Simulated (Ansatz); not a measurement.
# Phonons of CaHg (Pm-3m) against volume

Does CaHg (Pm-3m) expand much on heating, by its phonons?

Method: DFT PBEsol, scalar-relativistic, plane waves, PAW; PAW set soft_1, in Ansatz 0.2.0.

The raw output is cut from this account; settings, times and results stay.

## (1) The structure

The structure is cubic, space group Pm-3m (No. 221). Conventional cell: a = 3.718 Å, b = 3.718 Å, c = 3.718 Å, α = 90.00°, β = 90.00°, γ = 90.00°. Nearest to Ca lie 8 Hg at 3.22 Å. Nearest to Hg lie 8 Ca at 3.22 Å. Farther neighbours, and contacts between anions beyond the nearest, are not listed.

## (2) Phonons on a q mesh

Stability and thermal properties need the whole zone. Linear response on a 4×4×4 q mesh gives force constants as far as a supercell of that size would.

File input.yaml:

```yaml
crystal:
  lattice:
    - [3.7181259291, 0.0, 0.0]
    - [0.0, 3.7181259291, 0.0]
    - [0.0, 0.0, 3.7181259291]
  atoms:
    - { symbol: Ca, position: [0.0, 0.0, 0.0] }
    - { symbol: Hg, position: [0.5, 0.5, 0.5] }
kpoints:
  mp_grid: { grid: [12, 12, 12] }
hamiltonian:
  xc: pbesol
  pseudopotentials: { kind: paw, azcp: { folder: soft_1 }, xc_functional: pbe }
scf:
  occupations: { method: methfessel_paxton, width: 0.2 }
output:
  eigenvalues: true
phonons:
  method: dfpt
  qmesh: [4, 4, 4]
  temperatures: { t_max: 1000, t_step: 50 }
  qpath:
    path:
      - [[0.0, 0.0, 0.0], [0.0, 0.5, 0.0], [0.5, 0.5, 0.0], [0.0, 0.0, 0.0], [0.5, 0.5, 0.5], [0.0, 0.5, 0.0]]
      - [[0.5, 0.5, 0.5], [0.5, 0.5, 0.0]]
    npoints: 10
```

Launch:

```console
ansatz run input.yaml --threads 4 --pin off --max-ram 10240MiB --backend cpu --events-out ev --progress --plain --runs-dir out
```

Run time: 12 min. Hardware: 4 threads of Arm Neoverse N1, shared host; peak memory 2.3 GiB.

This step gave:

```yaml
volume_per_atom: 25.70 Å³
gap_on_the_k_mesh: 0 eV
sum_rule_residual_before_enforcement: 5.82e-5 eV/Å²
lowest_frequency_on_the_path: 0 cm⁻¹
point_group: m-3m
highest_frequency_on_path_mesh_or_solved_points: 184.4 cm⁻¹
mean_frequency: 101.1 cm⁻¹
debye_temperature_second_moment: 215 K
logarithmic_mean_frequency: 84.1 cm⁻¹
highest_optical_mode_at_the_zone_centre_no_lo_to_term: 133.2 cm⁻¹
lowest_optical_zone_centre_mode: 133.2 cm⁻¹
lowest_mode_on_the_q_mesh_acoustic_modes_at_gamma_apart: 32.92 cm⁻¹
zero_point_energy_per_atom: 18.8 meV
heat_capacity_at_300_k: 24.32 J/(mol atoms K)
vibrational_entropy_at_300_k: 47.91 J/(mol atoms K)
edges_of_the_widest_gap_between_branches_on_path_and_mesh: 56.8, 113.3 cm⁻¹
```

Frequencies (cm⁻¹) solved at each irreducible wavevector; negative means imaginary. Frequencies by wavevector, by row:

```
q in reciprocal lattice units  star  mode 1  mode 2  mode 3  mode 4  mode 5  mode 6
                        0 0 0     1       0       0       0   133.2   133.2   133.2
                     0 0 0.25     6    39.2    39.2    48.3   130.9   130.9   155.2
                     0 0 -0.5     3    53.8    55.4    55.4   129.4   129.4   179.1
                  0 0.25 0.25    12    32.9    48.1    56.8   126.8   156.8   159.9
                  0 0.25 -0.5    12    41.5    48.7      55   122.2   158.2   180.9
                  0 -0.5 -0.5     3      34      34    53.1   113.3   181.3   181.3
               0.25 0.25 0.25     8      47      47      53   152.5   159.1   159.1
               0.25 0.25 -0.5    12    39.8    48.2      56   151.6     161   181.3
               0.25 -0.5 -0.5     6    44.2    44.2    53.8     153   182.9   182.9
               -0.5 -0.5 -0.5     1    52.8    52.8    52.8   184.3   184.3   184.3
```

Symmetry leaves 10 wavevectors to solve. The lowest mode among them, the acoustic zeros apart, lies at q = (0, 0.25, 0.25) and is real, 32.9 cm⁻¹.

## (3) Relaxing at another volume, volume ratio 0.97

The volume is scaled by 0.97 and held; symmetry leaves nothing to relax, so this is a single point. The modes can then be followed against volume.

input.yaml, the sections that differ from step 2:

```yaml
crystal:
  lattice:
    - [3.6805665336, 0.0, 0.0]
    - [0.0, 3.6805665336, 0.0]
    - [0.0, 0.0, 3.6805665336]
  atoms:
    - { symbol: Ca, position: [0.0, 0.0, 0.0] }
    - { symbol: Hg, position: [0.5, 0.5, 0.5] }
output:
  forces: true
  stress: true
  eigenvalues: true
# kpoints, hamiltonian, scf: as in step 2
# phonons: removed
```

Wall time 2.8 s (4 threads); peak memory 0.36 GiB.

This step gave:

- pressure: 1.384 GPa
- volume per atom: 24.93 Å³

The run ends at a pressure of 1.38 GPa.

## (4) Phonons at the other volume, volume ratio 0.97

The phonons are repeated at this volume on the same meshes, so that differences come from the volume alone.

input.yaml: that of step 3 with these lines changed.

```diff
@@ -16,4 +16,11 @@
 output:
-  forces: true
-  stress: true
   eigenvalues: true
+phonons:
+  method: dfpt
+  qmesh: [4, 4, 4]
+  temperatures: { t_max: 1000, t_step: 50 }
+  qpath:
+    path:
+      - [[0.0, 0.0, 0.0], [0.0, 0.5, 0.0], [0.5, 0.5, 0.0], [0.0, 0.0, 0.0], [0.5, 0.5, 0.5], [0.0, 0.5, 0.0]]
+      - [[0.5, 0.5, 0.5], [0.5, 0.5, 0.0]]
+    npoints: 10
```

Run time: 12 min. Hardware: 4 threads; peak memory 2.2 GiB.

This step gave:

* sum-rule residual before enforcement: 5.04e-5 eV/Å²
* highest frequency on path, mesh or solved points: 193.1 cm⁻¹
* mean frequency: 106.6 cm⁻¹
* Debye temperature (second moment): 227 K
* logarithmic mean frequency: 88.7 cm⁻¹
* highest optical mode at the zone centre (no LO-TO term): 142.0 cm⁻¹
* lowest optical zone-centre mode: 142.0 cm⁻¹
* lowest mode on the q mesh (acoustic modes at Γ apart): 33.44 cm⁻¹
* zero-point energy per atom: 19.83 meV
* heat capacity at 300 K: 24.25 J/(mol atoms K)
* vibrational entropy at 300 K: 46.62 J/(mol atoms K)
* edges of the widest gap between branches, on path and mesh: 60.4, 121 cm⁻¹

Frequencies (cm⁻¹) solved at each irreducible wavevector; negative means imaginary. Frequencies by wavevector, by row:

```
q in reciprocal lattice units  star  mode 1  mode 2  mode 3  mode 4  mode 5  mode 6
                        0 0 0     1       0       0       0     142     142     142
                     0 0 0.25     6    41.6    41.6    51.2   139.1   139.1   164.3
                     0 0 -0.5     3    57.1    58.9    58.9   136.9   136.9   187.8
                  0 0.25 0.25    12    33.4    51.1    60.4   134.6   165.7   168.5
                  0 0.25 -0.5    12    43.1    51.2    58.6   129.8   166.5   190.2
                  0 -0.5 -0.5     3    34.1    34.1    56.8     121     190     190
               0.25 0.25 0.25     8    49.7    49.7    56.1   161.2   167.6   167.6
               0.25 0.25 -0.5    12    41.5    50.9    59.9     160   169.2   190.5
               0.25 -0.5 -0.5     6    46.5    46.5    57.7   160.9   191.7   191.7
               -0.5 -0.5 -0.5     1    56.3    56.3    56.3   193.1   193.1   193.1
```

The highest optical mode at the zone centre (no LO-TO term) is 142.0 cm⁻¹, +8.8 cm⁻¹ against the base run.

## (5) Relaxing at another volume, volume ratio 1.03

The volume is scaled by 1.03 and held; symmetry leaves nothing to relax, so this is a single point. The modes can then be followed against volume.

input.yaml, the sections that differ from step 4:

```yaml
crystal:
  lattice:
    - [3.7549414514, 0.0, 0.0]
    - [0.0, 3.7549414514, 0.0]
    - [0.0, 0.0, 3.7549414514]
  atoms:
    - { symbol: Ca, position: [0.0, 0.0, 0.0] }
    - { symbol: Hg, position: [0.5, 0.5, 0.5] }
output:
  forces: true
  stress: true
  eigenvalues: true
# kpoints, hamiltonian, scf: as in step 4
# phonons: removed
```

The job ended after 2.5 s (4 threads; peak memory 0.37 GiB).

Read from the output:

```yaml
pressure: -1.156 GPa
volume_per_atom: 26.47 Å³
```

The run ends at a pressure of -1.16 GPa.

## (6) Phonons at the other volume, volume ratio 1.03

input.yaml: that of step 5 with these lines changed.

```diff
@@ -16,4 +16,11 @@
 output:
-  forces: true
-  stress: true
   eigenvalues: true
+phonons:
+  method: dfpt
+  qmesh: [4, 4, 4]
+  temperatures: { t_max: 1000, t_step: 50 }
+  qpath:
+    path:
+      - [[0.0, 0.0, 0.0], [0.0, 0.5, 0.0], [0.5, 0.5, 0.0], [0.0, 0.0, 0.0], [0.5, 0.5, 0.5], [0.0, 0.5, 0.0]]
+      - [[0.5, 0.5, 0.5], [0.5, 0.5, 0.0]]
+    npoints: 10
```

Run time: 12 min. Hardware: 4 threads; peak memory 2.3 GiB.

Read from the output:

```yaml
sum_rule_residual_before_enforcement: 3.54e-5 eV/Å²
highest_frequency_on_path_mesh_or_solved_points: 176 cm⁻¹
mean_frequency: 95.9 cm⁻¹
debye_temperature_second_moment: 204 K
logarithmic_mean_frequency: 79.7 cm⁻¹
highest_optical_mode_at_the_zone_centre_no_lo_to_term: 124.8 cm⁻¹
lowest_optical_zone_centre_mode: 124.8 cm⁻¹
lowest_mode_on_the_q_mesh_acoustic_modes_at_gamma_apart: 32.3 cm⁻¹
zero_point_energy_per_atom: 17.82 meV
heat_capacity_at_300_k: 24.38 J/(mol atoms K)
vibrational_entropy_at_300_k: 49.20 J/(mol atoms K)
edges_of_the_widest_gap_between_branches_on_path_and_mesh: 53.4, 106 cm⁻¹
```

The highest optical mode at the zone centre (no LO-TO term) is 124.8 cm⁻¹, -8.4 cm⁻¹ against the base run.

## (7) Grüneisen parameters

The Grüneisen parameter of a mode is minus the logarithmic change of its frequency with volume, −d ln ω / d ln V; weighted by heat capacity it gives the expansion.

This step gave:

```yaml
bulk_modulus: 42.3 GPa
```

The phonon branches at the labelled points (cm⁻¹):

```
    point  branch 1  branch 2  branch 3  branch 4  branch 5  branch 6
        Γ         0         0         0       133       133       133
  halfway        39        39        48       131       131       155
        X        54        55        55       129       129       179
  halfway        42        49        55       122       158       181
        M        34        34        53       113       181       181
  halfway        33        48        57       127       157       160
        Γ         0         0         0       133       133       133
  halfway        47        47        53       152       159       159
        R        53        53        53       184       184       184
  halfway        40        48        56       152       161       181
        X        54        55        55       129       129       179
jump to R        53        53        53       184       184       184
  halfway        44        44        54       153       183       183
        M        34        34        53       113       181       181
```

The same for volume x 0.97:

```
point  branch 1  branch 2  branch 3  branch 4  branch 5  branch 6
    Γ         0         0         0       142       142       142
    X        57        59        59       137       137       188
    M        34        34        57       121       190       190
    Γ         0         0         0       142       142       142
    R        56        56        56       193       193       193
    X        57        59        59       137       137       188
    R        56        56        56       193       193       193
    M        34        34        57       121       190       190
```

The same for volume x 1.03:

```
point  branch 1  branch 2  branch 3  branch 4  branch 5  branch 6
    Γ         0         0         0       125       125       125
    X        51        52        52       122       122       171
    M        34        34        50       106       173       173
    Γ         0         0         0       125       125       125
    R        50        50        50       176       176       176
    X        51        52        52       122       122       171
    R        50        50        50       176       176       176
    M        34        34        50       106       173       173
```

Mode Grueneisen parameter -dln(w)/dln(V), modes matched by rank; at Γ the acoustic branches take the value of a neighbouring point of the path. Mode grüneisen parameters along the path, in :

```
    point  branch 1  branch 2  branch 3  branch 4  branch 5  branch 6
        Γ      1.74      1.74      1.93      2.15      2.15      2.15
  halfway      1.95      1.95      1.93      2.02      2.02      1.89
        X      1.92      2.08      2.08      1.89      1.89      1.56
  halfway      1.24      1.68      2.12      2.02      1.72      1.66
        M      0.20      0.20      2.26      2.21      1.56      1.56
  halfway      0.56      2.04      2.08      2.00      1.84      1.75
        Γ      0.97      1.78      1.99      2.15      2.15      2.15
  halfway      1.84      1.84      1.85      1.87      1.74      1.74
        R      2.14      2.14      2.14      1.54      1.54      1.54
  halfway      1.34      1.87      2.26      1.80      1.66      1.65
        X      1.92      2.08      2.08      1.89      1.89      1.56
jump to R      2.14      2.14      2.14      1.54      1.54      1.54
  halfway      1.70      1.70      2.42      1.69      1.57      1.57
        M      0.20      0.20      2.26      2.21      1.56      1.56
```

(dS/dlnV)/C_V. The thermodynamic Grueneisen parameter by temperature:

```
temperature (K)  thermodynamic Grueneisen parameter
             50                                1.75
            100                                1.76
            150                                1.76
            200                                1.76
            250                                1.76
            300                                1.76
            350                                1.76
            400                                1.76
            450                                1.76
            500                                1.76
            550                                1.76
            600                                1.76
            650                                1.76
            700                                1.76
            750                                1.76
            800                                1.76
            850                                1.76
            900                                1.76
            950                                1.76
           1000                                1.76
```

Gamma C_V/(B V) at the static volume. Volume expansion against temperature:

```
temperature (K)  volume expansion (1e-6/K)
             50                       36.7
            100                       54.8
            150                       61.0
            200                       63.5
            250                       64.8
            300                       65.5
            350                       65.9
            400                       66.2
            450                       66.4
            500                       66.5
            550                       66.7
            600                       66.8
            650                       66.8
            700                       66.8
            750                       66.9
            800                       66.9
            850                       67.0
            900                       67.0
            950                       67.0
           1000                       67.0
```

## (8) What came out

| Property | Result |
| --- | --- |
| bulk modulus | 42.3 GPa |
| thermodynamic Grüneisen parameter at 300 K | 1.764 |
| volume expansion at 300 K, estimated | 65.51 × 10⁻⁶ K⁻¹ |

**Reading.** By this estimate the volume grows by 65.5 × 10⁻⁶ per kelvin at 300 K. The highest optical mode at Γ goes from 142 to 125 cm⁻¹ as the cell grows, a Grüneisen parameter of 2.15. Mode parameters on the path run from 0.2 to 2.4, with a median of 1.9. Branches are matched by rank, so values near crossings are rough. The expansion is the Grüneisen estimate at the static volume, with the static bulk modulus. With no gap, or one that is small against the smearing, the frequencies hang on the k mesh and the smearing, most of all near Kohn anomalies. Spin-orbit coupling is left out, which can matter for the heavy elements here. The PAW files were made for PBE and serve the other functionals too.

[Long decimals in the printed logs are rounded to 6 places.]

[Logs are printed without paths, hosts, clocks, repeated set-up lines and the standing remarks that a program may print on its own settings, such as how far it seeks lower states.]

[Hosts, paths, dates, database ids (printed as entryN), source tags and the programs' standing remarks are cut or masked in the printed files.]

[Where the starting crystal was built by hand or by swapping elements, it need not be the compound's stable phase.]
